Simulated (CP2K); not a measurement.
Two runs for the C K edge of trifluoromethylethylene. Run A: CP2K XAS_TDP, all-electron GAPW, PBEh(45%), aug-cc-pVDZ, TDA, no relativity. Run B differs in one setting.

First lines with a strength over 0.0015. A:

```csv
atom,energy (eV),states,"strength, one atom"
C1 (bonded to C and 2 H),280.72,1,0.0552
,284.76,1,0.0077
,285.35,1,0.0177
,286.15,1,0.0036
,286.46,1,0.0070
C2 (bonded to 2 C and H),281.14,1,0.0484
,284.91,1,0.0137
,285.93,1,0.0039
,286.81,1,0.0039
,286.88,1,0.0022
C3 (bonded to C and 3 F),288.86,1,0.0425
,289.99,1,0.0850
,291.61,1,0.0251
,291.91,1,0.0536
,292.28,1,0.0130
```

B:

```csv
atom,energy (eV),states,"strength, one atom"
C1 (bonded to C and 2 H),287.06,1,0.0539
,291.10,1,0.0076
,291.69,1,0.0173
,292.49,1,0.0035
,292.80,1,0.0069
C2 (bonded to 2 C and H),287.32,1,0.0474
,291.09,1,0.0134
,292.11,1,0.0038
,292.99,1,0.0039
,293.06,1,0.0022
C3 (bonded to C and 3 F),295.83,1,0.0415
,296.96,1,0.0830
,298.58,1,0.0245
,298.87,1,0.0524
,299.25,1,0.0127
```

**Question.** Which was it: GW2X switched on, scalar relativity switched on, the basis, the functional?

GW2X switched on. GW2X shifts an atom's lines together and keeps their spacings. Against PBEh(45%) in aug-cc-pVDZ, the leading lines move by +6.34 eV (C1, to 287.06), +6.18 eV (C2, to 287.32) and +6.97 eV (C3, to 295.83).

[Banner, clock and machine lines of the logs are left out without a mark of their own.]

[Logs are printed without paths, hosts, clocks, repeated set-up lines and the standing remarks that a program may print on its own settings, such as how far it seeks lower states.]

[Hosts, paths, dates, database ids (printed as entryN), source tags and the programs' standing remarks are cut or masked in the printed files.]
